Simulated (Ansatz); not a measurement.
# TiZnSe3 (model cell, started as cubic perovskite with Ti in the octahedra): a soft mode frozen in, part 2 of 3

Wanted: the energy along a soft mode of TiZnSe3 (model cell, started as cubic perovskite with Ti in the octahedra) and the structure at the end.

Ansatz 0.2.0; DFT PBE, scalar-relativistic, plane waves, PAW; PAW set soft_1.

So far, highest frequency on the path or at a solved wavevector (cm⁻¹): step 2 (phonons on a q mesh) 252. Also lowest frequency on the path (cm⁻¹): step 2 -144.

The structure was built from a prototype and need not be the compound's stable phase.

## 6. Relaxing from the distorted cell

Starting from the lowest point found, all atoms and the cell are let go, so that strain and other modes of the same symmetry can join in.

The input, input.yaml:

```yaml
crystal:
  lattice:
    - [4.9563954824, 0.0, 0.0]
    - [0.0, 4.9563954824, 0.0]
    - [0.0, 0.0, 4.9563954824]
  atoms:
    - { symbol: Zn, position: [0.0, -0.0067626504, 0.0] }
    - { symbol: Ti, position: [0.5, 0.4717536665, 0.5] }
    - { symbol: Se, position: [0.5, 0.5114504802, 0.0] }
    - { symbol: Se, position: [0.5, -0.0001811096, 0.5] }
    - { symbol: Se, position: [0.0, 0.5114504802, 0.5] }
kpoints:
  mp_grid: { grid: [8, 8, 8] }
hamiltonian:
  xc: pbe
  pseudopotentials: { kind: paw, azcp: { folder: soft_1 } }
scf:
  occupations: { method: methfessel_paxton, width: 0.2 }
output:
  forces: true
  stress: true
  eigenvalues: true
  write_density: true
  write_potential: true
  elf: true
  volumetric_format: npy
relax:
  adjacent_minimum: "off"
  f_tol: 0.002
  max_steps: 120
  cell: { stress_tol: 0.03 }
```

The run is started by

```bash
ansatz run input.yaml --threads 4 --pin off --max-ram 16384MiB --backend cpu --events-out ev --progress --plain --runs-dir out
```

Numbers of over 12 decimals in the logs are rounded to 6 here.

The log of the run:

```text
[...]
Crystal: 5 atoms, lattice volume = 121.758 Å³
Basis set: ecut = 420 eV, 2373 PW (Γ), exchange–correlation on 72×72×72 points (8 copies of the dense FFT grid, shifted against one another)
Bands: 44, of which v1, the nominal top of the filled ones, is band 36 counted from 1 (35 counted from 0)
Symmetry: 8 space group operations
[...]
k-points: 75 of 512 (time reversal used)
[...]
SCF iter   1: F=—  HF=-22232.130148 eV  |F-HF|=—  |Δ(HF+E_count)|=         —  Δρ=1.78e-1  dr2=7.43e1  ethr=3.10e-3  ⟨swp⟩=6.0  Hψ=11639  notcnv=0
[...]
SCF iter  10: F=-22227.166186 eV  HF=-22227.166186 eV  |F-HF|=5.91e-8  |Δ(HF+E_count)|=   3.18e-7  S|Δr|=    0.00e0  Δρ=6.77e-6  dr2=8.58e-8  ethr=1.39e-10  ⟨swp⟩=12.8  Hψ=23861  notcnv=0
SCF 1 converged in 10 iterations: F = -22227.166186 eV  dr2 = 8.58e-8
[...]
relax step   1: F+E_penalty+E_count = -22227.16618555 eV  Δ(F+E_penalty+E_count) = +0.000e0 eV  max|allowed force component| = 4.063e-1 eV/Å  Δτ_max = 0.0000 Å  P = +0.201 GPa  Ω = 121.758 Å³  (10 SCF iters, dr2 threshold 1.00e-7 eV, accepted)
Crystal: 5 atoms, lattice volume = 121.302 Å³
[...]
SCF iter   7: F=-22227.202725 eV  HF=-22227.202725 eV  |F-HF|=1.92e-7  |Δ(HF+E_count)|=   3.85e-7  S|Δr|=    0.00e0  Δρ=1.77e-5  dr2=2.08e-7  ethr=6.94e-10  ⟨swp⟩=10.1  Hψ=27167  notcnv=0
SCF 2 converged in 7 iterations: F = -22227.202725 eV  dr2 = 2.08e-7
relax step   2: F+E_penalty+E_count = -22227.20272464 eV  Δ(F+E_penalty+E_count) = -3.654e-2 eV  max|allowed force component| = 3.585e-1 eV/Å  Δτ_max = 0.0705 Å  P = -0.063 GPa  Ω = 121.302 Å³  energy of the carried Pulay correction = +8.988e-5 eV  (7 SCF iters, dr2 threshold 5.00e-7 eV, accepted)
Crystal: 5 atoms, lattice volume = 120.625 Å³
Basis set: ecut = 420 eV, 2357 PW (Γ), exchange–correlation on 72×72×72 points (8 copies of the dense FFT grid, shifted against one another)
[...]
SCF iter   7: F=-22227.314577 eV  HF=-22227.314577 eV  |F-HF|=1.32e-7  |Δ(HF+E_count)|=   9.18e-7  S|Δr|=    0.00e0  Δρ=1.77e-5  dr2=3.77e-7  ethr=6.94e-10  ⟨swp⟩=12.0  Hψ=25466  notcnv=0
SCF 3 converged in 7 iterations: F = -22227.314577 eV  dr2 = 3.77e-7
relax step   3: F+E_penalty+E_count = -22227.31457737 eV  Δ(F+E_penalty+E_count) = -1.119e-1 eV  max|allowed force component| = 9.343e-1 eV/Å  Δτ_max = 0.1951 Å  P = +0.003 GPa  Ω = 120.625 Å³  energy of the carried Pulay correction = +2.241e-4 eV  (7 SCF iters, dr2 threshold 5.00e-7 eV, accepted)
[... from here on, the SCF cycles and remarks between the steps are left out ...]
relax step   4: F+E_penalty+E_count = -22227.49789509 eV  Δ(F+E_penalty+E_count) = -1.833e-1 eV  max|allowed force component| = 1.058e0 eV/Å  Δτ_max = 0.1946 Å  P = +0.213 GPa  Ω = 120.775 Å³  energy of the carried Pulay correction = +1.942e-4 eV  (7 SCF iters, dr2 threshold 5.00e-7 eV, accepted)
relax step   5: F+E_penalty+E_count = -22227.75878345 eV  Δ(F+E_penalty+E_count) = -2.609e-1 eV  max|allowed force component| = 9.042e-1 eV/Å  Δτ_max = 0.1944 Å  P = +0.713 GPa  Ω = 121.370 Å³  energy of the carried Pulay correction = +7.630e-5 eV  (7 SCF iters, dr2 threshold 5.00e-7 eV, accepted)
relax step   6: F+E_penalty+E_count = -22228.01729923 eV  Δ(F+E_penalty+E_count) = -2.585e-1 eV  max|allowed force component| = 9.679e-1 eV/Å  Δτ_max = 0.1925 Å  P = +1.071 GPa  Ω = 122.449 Å³  energy of the carried Pulay correction = -1.350e-4 eV  (8 SCF iters, dr2 threshold 5.00e-7 eV, accepted)
relax step   7: F+E_penalty+E_count = -22228.26958517 eV  Δ(F+E_penalty+E_count) = -2.523e-1 eV  max|allowed force component| = 6.720e-1 eV/Å  Δτ_max = 0.1951 Å  P = +1.233 GPa  Ω = 124.964 Å³  energy of the carried Pulay correction = -6.156e-4 eV  (8 SCF iters, dr2 threshold 5.00e-7 eV, accepted)
relax step   8: F+E_penalty+E_count = -22228.44319622 eV  Δ(F+E_penalty+E_count) = -1.736e-1 eV  max|allowed force component| = 3.509e-1 eV/Å  Δτ_max = 0.1951 Å  P = +1.008 GPa  Ω = 128.947 Å³  energy of the carried Pulay correction = -1.345e-3 eV  (8 SCF iters, dr2 threshold 5.00e-7 eV, accepted)
relax step   9: F+E_penalty+E_count = -22228.52172359 eV  Δ(F+E_penalty+E_count) = -7.853e-2 eV  max|allowed force component| = 5.576e-1 eV/Å  Δτ_max = 0.1393 Å  P = +0.138 GPa  Ω = 134.211 Å³  energy of the carried Pulay correction = -2.253e-3 eV  (9 SCF iters, dr2 threshold 5.00e-7 eV, accepted)
relax step  10: F+E_penalty+E_count = -22228.53656848 eV  Δ(F+E_penalty+E_count) = -1.484e-2 eV  max|allowed force component| = 9.235e-1 eV/Å  Δτ_max = 0.1585 Å  P = -0.022 GPa  Ω = 142.797 Å³  energy of the carried Pulay correction = -3.613e-3 eV  (10 SCF iters, dr2 threshold 5.00e-7 eV, accepted)
relax step  11: F+E_penalty+E_count = -22228.57003015 eV  Δ(F+E_penalty+E_count) = -3.346e-2 eV  max|allowed force component| = 1.568e-1 eV/Å  Δτ_max = 0.0636 Å  P = -0.269 GPa  Ω = 142.871 Å³  energy of the carried Pulay correction = -3.624e-3 eV  (9 SCF iters, dr2 threshold 5.00e-7 eV, accepted)
relax step  12: F+E_penalty+E_count = -22228.58555937 eV  Δ(F+E_penalty+E_count) = -1.553e-2 eV  max|allowed force component| = 2.210e-1 eV/Å  Δτ_max = 0.0421 Å  P = +0.202 GPa  Ω = 143.087 Å³  energy of the carried Pulay correction = -3.656e-3 eV  (9 SCF iters, dr2 threshold 5.00e-7 eV, accepted)
relax step  13: F+E_penalty+E_count = -22228.59077715 eV  Δ(F+E_penalty+E_count) = -5.218e-3 eV  max|allowed force component| = 5.534e-2 eV/Å  Δτ_max = 0.0246 Å  P = +0.019 GPa  Ω = 145.010 Å³  energy of the carried Pulay correction = -3.941e-3 eV  (8 SCF iters, dr2 threshold 5.00e-7 eV, accepted)
relax step  14: F+E_penalty+E_count = -22228.59107066 eV  Δ(F+E_penalty+E_count) = -2.935e-4 eV  max|allowed force component| = 7.289e-3 eV/Å  Δτ_max = 0.0046 Å  P = -0.001 GPa  Ω = 144.936 Å³  energy of the carried Pulay correction = -3.931e-3 eV  (7 SCF iters, dr2 threshold 1.91e-7 eV, accepted)
relax step  15: F+E_penalty+E_count = -22228.59108922 eV  Δ(F+E_penalty+E_count) = -1.855e-5 eV  max|allowed force component| = 2.362e-3 eV/Å  Δτ_max = 0.0025 Å  P = -0.003 GPa  Ω = 144.848 Å³  energy of the carried Pulay correction = -3.918e-3 eV  (8 SCF iters, dr2 threshold 3.32e-9 eV, accepted)
relax step  16: F+E_penalty+E_count = -22228.59108695 eV  Δ(F+E_penalty+E_count) = +2.269e-6 eV  max|allowed force component| = 1.237e-4 eV/Å  Δτ_max = 0.0006 Å  P = +0.000 GPa  Ω = 144.869 Å³  energy of the carried Pulay correction = -3.921e-3 eV  (8 SCF iters, dr2 threshold 3.49e-10 eV, accepted)
relax step  17: F+E_penalty+E_count = -22228.60842325 eV  Δ(F+E_penalty+E_count) = -1.734e-2 eV  max|allowed force component| = 2.986e-3 eV/Å  Δτ_max = 0.0000 Å  P = +0.211 GPa  Ω = 144.869 Å³  stress off target by 5.41e-1 GPa  SCF on the basis re-selected at this cell (its energy is not comparable with the rows above)  (13 SCF iters)
relax step  18: F+E_penalty+E_count = -22228.61808621 eV  Δ(F+E_penalty+E_count) = -9.663e-3 eV  max|allowed force component| = 4.374e-2 eV/Å  Δτ_max = 0.0409 Å  P = +0.114 GPa  Ω = 148.125 Å³  energy of the carried Pulay correction = -5.153e-4 eV  (8 SCF iters, dr2 threshold 5.00e-7 eV, accepted)
relax step  19: F+E_penalty+E_count = -22228.62456295 eV  Δ(F+E_penalty+E_count) = -6.477e-3 eV  max|allowed force component| = 1.238e-1 eV/Å  Δτ_max = 0.0671 Å  P = +0.164 GPa  Ω = 153.060 Å³  energy of the carried Pulay correction = -1.249e-3 eV  (9 SCF iters, dr2 threshold 3.92e-7 eV, accepted)
relax step  20: F+E_penalty+E_count = -22228.62506466 eV  Δ(F+E_penalty+E_count) = -5.017e-4 eV  max|allowed force component| = 5.794e-2 eV/Å  Δτ_max = 0.0174 Å  P = -0.056 GPa  Ω = 154.904 Å³  energy of the carried Pulay correction = -1.530e-3 eV  (8 SCF iters, dr2 threshold 5.00e-7 eV, accepted)
relax step  21: F+E_penalty+E_count = -22228.62512761 eV  Δ(F+E_penalty+E_count) = -6.295e-5 eV  max|allowed force component| = 9.813e-3 eV/Å  Δτ_max = 0.0052 Å  P = -0.002 GPa  Ω = 155.225 Å³  energy of the carried Pulay correction = -1.572e-3 eV  (6 SCF iters, dr2 threshold 2.10e-7 eV, accepted)
relax step  22: F+E_penalty+E_count = -22228.62515255 eV  Δ(F+E_penalty+E_count) = -2.495e-5 eV  max|allowed force component| = 2.054e-3 eV/Å  Δτ_max = 0.0011 Å  P = +0.007 GPa  Ω = 155.080 Å³  energy of the carried Pulay correction = -1.550e-3 eV  (7 SCF iters, dr2 threshold 6.02e-9 eV, accepted)
relax step  23: F+E_penalty+E_count = -22228.62515085 eV  Δ(F+E_penalty+E_count) = +1.708e-6 eV  max|allowed force component| = 9.654e-4 eV/Å  Δτ_max = 0.0003 Å  P = -0.001 GPa  Ω = 155.097 Å³  energy of the carried Pulay correction = -1.553e-3 eV  (7 SCF iters, dr2 threshold 2.64e-10 eV, accepted)
relax step  24: F+E_penalty+E_count = -22228.62667615 eV  Δ(F+E_penalty+E_count) = -1.525e-3 eV  max|allowed force component| = 2.013e-3 eV/Å  Δτ_max = 0.0000 Å  P = +0.000 GPa  Ω = 155.097 Å³  stress off target by 4.82e-3 GPa  SCF on the basis re-selected at this cell (its energy is not comparable with the rows above)  (13 SCF iters)
relax step  25: F+E_penalty+E_count = -22228.62664838 eV  Δ(F+E_penalty+E_count) = +2.777e-5 eV  max|allowed force component| = 3.201e-2 eV/Å  Δτ_max = 0.0015 Å  P = +0.033 GPa  Ω = 155.097 Å³  (9 SCF iters, dr2 threshold 2.53e-10 eV, rejected (line search))
relax step  26: F+E_penalty+E_count = -22228.62667540 eV  Δ(F+E_penalty+E_count) = +7.487e-7 eV  max|allowed force component| = 5.737e-3 eV/Å  Δτ_max = 0.0004 Å  P = +0.008 GPa  Ω = 155.097 Å³  (10 SCF iters, rejected (line search))
relax step  27: F+E_penalty+E_count = -22228.62667625 eV  Δ(F+E_penalty+E_count) = -1.015e-7 eV  max|allowed force component| = 1.328e-3 eV/Å  Δτ_max = 0.0001 Å  P = +0.004 GPa  Ω = 155.097 Å³  (9 SCF iters, accepted)
relax step  28: F+E_penalty+E_count = -22228.62666107 eV  Δ(F+E_penalty+E_count) = +1.518e-5 eV  max|allowed force component| = 7.490e-4 eV/Å  Δτ_max = 0.0016 Å  P = +0.001 GPa  Ω = 155.237 Å³  energy of the carried Pulay correction = -2.209e-5 eV  (10 SCF iters, accepted)
relax step  29: F+E_penalty+E_count = -22228.62664319 eV  Δ(F+E_penalty+E_count) = +1.788e-5 eV  max|allowed force component| = 1.018e-4 eV/Å  Δτ_max = 0.0016 Å  P = -0.000 GPa  Ω = 155.364 Å³  energy of the carried Pulay correction = -4.205e-5 eV  (10 SCF iters, accepted)
[...]
SCF iter   9: F=-22228.626690 eV  HF=-22228.626690 eV  |F-HF|=9.09e-11  |Δ(HF+E_count)|=  2.91e-10  S|Δr|=    0.00e0  Δρ=6.24e-8  dr2=8.50e-12  ethr=1.00e-12  ⟨swp⟩=5.0  Hψ=16150  notcnv=0
SCF 30 converged in 9 iterations: F = -22228.626690 eV  dr2 = 8.50e-12
relax step  30: F+E_penalty+E_count = -22228.62669004 eV  Δ(F+E_penalty+E_count) = -4.685e-5 eV  max|allowed force component| = 9.810e-5 eV/Å  Δτ_max = 0.0000 Å  P = -0.000 GPa  Ω = 155.364 Å³  stress off target by 4.09e-4 GPa  SCF on the basis re-selected at this cell (its energy is not comparable with the rows above)  (9 SCF iters)
[...]
SCF converged after 9 iterations
[...]
Free energy (F): -22228.626690 eV
[...]
Internal energy: -22228.630680 eV  (E = F + TS)
E sigma→0 (E₀):  -22228.627688 eV
Entropy (-TS):   0.003990 eV (0.798 meV/atom)
Fermi energy:    4.472952 eV
Step filling:    the computed levels leave a gap of 0.2600 eV = 1.3 smearing widths at the electron count; against every level under it full and every level over it empty, smearing changes F+E_penalty+E_count by +2.122 meV and its σ→0 estimate by +1.125 meV
[...]
--- Forces (eV/Å), atoms counted from 1 ---
  atom   1  Zn    -0.00000000    -0.00009797    -0.00000000
  atom   2  Ti    -0.00000000    -0.00001207     0.00000000
  atom   3  Se     0.00000000     0.00007049     0.00000000
  atom   4  Se     0.00000000    -0.00003028     0.00000000
  atom   5  Se    -0.00000000     0.00007049    -0.00000000
  max |Σ_I F_I| component: 6.72e-7 eV/Å
--- Stress (GPa, compression-positive) ---
       -0.000409       0.000000       0.000000
        0.000000      -0.000064      -0.000000
        0.000000      -0.000000      -0.000409
  P = ⅓ Tr σ = -0.0003 GPa (-0.003 kbar)
--- Band table (eV; the first three rows and the last of 75) ---
  k-point 0: bands = [... 32 lower, 2.9257, 2.9257, 3.4459, 3.4459, 3.9689, 4.8802, 6.5131, 6.8775, ... 4 higher]
  k-point 1: bands = [... 32 lower, 2.8882, 2.9474, 3.3141, 3.3986, 4.5660, 5.0302, 6.1761, 6.8692, ... 4 higher]
  k-point 2: bands = [... 32 lower, 2.7919, 2.9371, 3.1454, 3.3681, 5.2932, 5.5728, 5.8000, 6.7202, ... 4 higher]
  k-point 74: bands = [... 32 lower, 2.6053, 3.8786, 3.8786, 4.6927, 4.8438, 5.9612, 5.9612, 6.4802, ... 4 higher]
--- Relaxed structure (27 steps of the walk, 25 accepted, 3 SCFs on fresh bases) ---
  F+E_penalty+E_count = -22228.62669004 eV   max|allowed force component| = 9.810e-5 eV/Å   (the final SCF, on the basis selected at the relaxed cell)
  cell:  # Å, volume = 155.3643 Å³
    - [4.964891, 0, 0]
    - [0, 6.302776, 0.0]
    - [0, 0.0, 4.964891]
  atoms:
    - { symbol: Zn, position: [0, -0.308620, 0] }
    - { symbol: Ti, position: [0.5, 0.464866, 0.5] }
    - { symbol: Se, position: [0.5, 0.608767, 0.0] }
    - { symbol: Se, position: [0.5, 0.113931, 0.5] }
    - { symbol: Se, position: [0, 0.608767, 0.5] }
```

The job ended after 8.6 min (4 threads of Arm Neoverse V1, shared host; peak memory 0.75 GiB).

Relaxation path (22 of 30):

| step | energy less that of the first step (eV) | largest force component (eV/Å) | pressure (GPa) | volume (Å³) |
| --- | --- | --- | --- | --- |
| 1 | 0.0000 | 0.4063 | 0.20 | 121.76 |
| 2 | -0.0365 | 0.3585 | -0.06 | 121.30 |
| 4 | -0.3317 | 1.0579 | 0.21 | 120.77 |
| 5 | -0.5926 | 0.9042 | 0.71 | 121.37 |
| 7 | -1.1034 | 0.6720 | 1.23 | 124.96 |
| 8 | -1.2770 | 0.3509 | 1.01 | 128.95 |
| 9 | -1.3555 | 0.5576 | 0.14 | 134.21 |
| 11 | -1.4038 | 0.1568 | -0.27 | 142.87 |
| 12 | -1.4194 | 0.2210 | 0.20 | 143.09 |
| 13 | -1.4246 | 0.0553 | 0.02 | 145.01 |
| 15 | -1.4249 | 0.0024 | 0.00 | 144.85 |
| 16 | -1.4249 | 0.0001 | 0.00 | 144.87 |
| 18 | -1.4519 | 0.0437 | 0.11 | 148.12 |
| 19 | -1.4584 | 0.1238 | 0.16 | 153.06 |
| 20 | -1.4589 | 0.0579 | -0.06 | 154.90 |
| 22 | -1.4590 | 0.0021 | 0.01 | 155.08 |
| 23 | -1.4590 | 0.0010 | 0.00 | 155.10 |
| 24* | -1.4605 | 0.0020 | 0.00 | 155.10 |
| 26 | -1.4605 | 0.0057 | 0.01 | 155.10 |
| 27 | -1.4605 | 0.0013 | 0.00 | 155.10 |
| 29 | -1.4605 | 0.0001 | 0.00 | 155.36 |
| 30* | -1.4605 | 0.0001 | 0.00 | 155.36 |

Relaxation steps marked * repeat the geometry before them on a plane-wave basis chosen anew for their cell, so energy and pressure can jump there. Other such steps can lie between the rows shown. Relaxation steps 25, 26 were tried and not accepted.

Forces are held to the 8 operations that the run works with; a distortion that breaks them can't arise in this run.

```csv
cell as run,before,after,change
a (Å),4.956,4.965,+0.2 %
b (Å),4.956,6.303,+27.2 %
c (Å),4.956,4.965,+0.2 %
volume (Å³/atom),24.35,31.07,+27.6 %
```

The atoms that moved most (Å, as changes of fractional coordinates times the final cell):

| atom | dx | dy | dz | length |
| --- | --- | --- | --- | --- |
| Zn1 | 0.000 | -1.903 | 0.000 | 1.903 |
| Se4 | 0.000 | 0.719 | 0.000 | 0.719 |
| Se5 | 0.000 | 0.613 | 0.000 | 0.613 |
| Se3 | 0.000 | 0.613 | 0.000 | 0.613 |
| Ti2 | 0.000 | -0.043 | 0.000 | 0.043 |

Final coordinates:

```cif
data_structure
_symmetry_space_group_name_H-M 'P 1'
_symmetry_Int_Tables_number 1
_cell_length_a 4.9649
_cell_length_b 6.3028
_cell_length_c 4.9649
_cell_angle_alpha 90.000
_cell_angle_beta 90.000
_cell_angle_gamma 90.000
_cell_volume 155.36
loop_
_atom_site_label
_atom_site_type_symbol
_atom_site_fract_x
_atom_site_fract_y
_atom_site_fract_z
_atom_site_occupancy
Zn1 Zn 0.00000 0.69138 0.00000 1
Ti2 Ti 0.50000 0.46487 0.50000 1
Se3 Se 0.50000 0.60877 0.00000 1
Se4 Se 0.50000 0.11393 0.50000 1
Se5 Se 0.00000 0.60877 0.50000 1
```

Numbers from this step:

```
pressure        : -2.94e-4 GPa
volume per atom : 31.07 Å³
```

ELF in the bc plane at fractional x = 0.500, with atoms of Ti and Se within 0.2 Å of it. It is the smooth field of the valence electrons, not physical close to the nuclei.

Ten even steps from '0' (0.01) to '9' (0.84), each cell a mean:
```
000000489843699720
123211279988898400
567652137999875101
899885112466641015
999996235421110158
965796478851000279
831485577872000389
953586478862000389
987896258631000169
999996112234420037
788873125788863003
245431259999987300
001000379965799610
000000489721599720
```
Columns run along b (6.3 Å), rows up along c (5.0 Å). Atoms in or near the plane, at fractional coordinates: Ti at (0.46, 0.50), Se at (0.61, 0.00), Se at (0.11, 0.50).

Electrostatic potential energy in the bc plane at fractional x = 0.500, with atoms of Ti and Se within 0.2 Å of it. With pseudopotentials it is smooth inside the atoms' cores, unlike the true potential.

Ten even steps from '0' (-36 eV) to '9' (10 eV), each cell a mean:
```
999999997589658999
999999998555579999
999999998766789999
988899887788899999
755578743468899999
567657400037899998
599846200016899997
589756300026899997
655568621147899998
877789876678999999
999999988877899999
999999998655589999
999999997567568999
999999996599758999
```
Columns run along b (6.3 Å; values clipped at the 3rd and 97th percentile), rows up along c (5.0 Å). Atoms in or near the plane, at fractional coordinates: Ti at (0.46, 0.50), Se at (0.61, 0.00), Se at (0.11, 0.50).

Valence density in the bc plane at fractional x = 0.500, with atoms of Ti and Se within 0.2 Å of it. It is the smooth field of the valence electrons, not physical close to the nuclei.

Ten steps, logarithmic in the rise over the least value, from '0' (0 e/Å³) to '9' (38 e/Å³), each cell a mean:
```
000000001378521000
000000001234310000
000000001122110000
011100001111000000
122211123210000000
257422256531000001
489732367641000001
378622356641000001
234321134420000001
111110011110000000
000000001111100000
000000001222210000
000000001366421000
000000001499621000
```
Columns run along b (6.3 Å), rows up along c (5.0 Å). Atoms in or near the plane, at fractional coordinates: Ti at (0.46, 0.50), Se at (0.61, 0.00), Se at (0.11, 0.50).

The distorted start has space group P4mm; the relaxation ends in P4mm.

## 7. The new phase in its own primitive cell

The relaxed structure is symmetrised, reduced to its primitive cell and relaxed tightly, as its phonons need.

The input, input.yaml:

```yaml
crystal:
  lattice:
    - [4.9648913113, 0.0, 0.0]
    - [0.0, 4.9648913113, 0.0]
    - [0.0, 0.0, 6.3027755052]
  atoms:
    - { symbol: Zn, position: [0.0, 0.0, 0.3086201643] }
    - { symbol: Ti, position: [0.5, 0.5, 0.5351335089] }
    - { symbol: Se, position: [0.5, 0.0, 0.3912333407] }
    - { symbol: Se, position: [0.5, 0.5, 0.8860687785] }
    - { symbol: Se, position: [0.0, 0.5, 0.3912333407] }
kpoints:
  mp_grid: { grid: [8, 8, 6] }
hamiltonian:
  xc: pbe
  pseudopotentials: { kind: paw, azcp: { folder: soft_1 } }
scf:
  occupations: { method: methfessel_paxton, width: 0.2 }
output:
  forces: true
  stress: true
  eigenvalues: true
relax:
  adjacent_minimum: "off"
  f_tol: 0.001
  max_steps: 60
  cell: { stress_tol: 0.01 }
```

The log of the run:

```text
[...]
Crystal: 5 atoms, lattice volume = 155.364 Å³
Basis set: ecut = 420 eV, 3089 PW (Γ), exchange–correlation on 72×72×90 points (8 copies of the dense FFT grid, shifted against one another)
Bands: 44, of which v1, the nominal top of the filled ones, is band 36 counted from 1 (35 counted from 0)
Symmetry: 8 space group operations
[...]
k-points: 60 of 384 (time reversal used)
[...]
cell:  # Å, volume = 155.3643 Å³
    - [4.9648913113, 0.0, 0.0]
    - [0.0, 4.9648913113, 0.0]
    - [0.0, 0.0, 6.3027755052]
  atoms:
    - { symbol: Zn, position: [0.0, 0.0, 0.3086201643] }
    - { symbol: Ti, position: [0.5, 0.5, 0.5351335089] }
    - { symbol: Se, position: [0.5, 0.0, 0.391233] }
    - { symbol: Se, position: [0.5, 0.5, 0.886069] }
    - { symbol: Se, position: [0.0, 0.5, 0.391233] }
[key lines of the parts left out:]
SCF converged after 8 iterations
Free energy (F): -22228.626685 eV
Fermi energy:    4.472958 eV
P = ⅓ Tr σ = -0.0003 GPa (-0.003 kbar)
```

Wall time 37 s (4 threads); peak memory 0.67 GiB; 2.3 min of CPU time.

Little changed from the start: no atom moved by 0.005 Å and no cell edge by 0.1 %.

Numbers from this step:

| Property | Result |
| --- | --- |
| pressure | -2.71e-4 GPa |

The largest force component left is 0.099 meV/Å and the pressure is 0.000 GPa, within the tolerances set. The cell now holds 31.07 Å³/atom.

(Part 2 of 3 ends here.)

[Logs are printed without paths, hosts, clocks, repeated set-up lines and the standing remarks that a program may print on its own settings, such as how far it seeks lower states.]

[Hosts, paths, dates, database ids (printed as entryN), source tags and the programs' standing remarks are cut or masked in the printed files.]
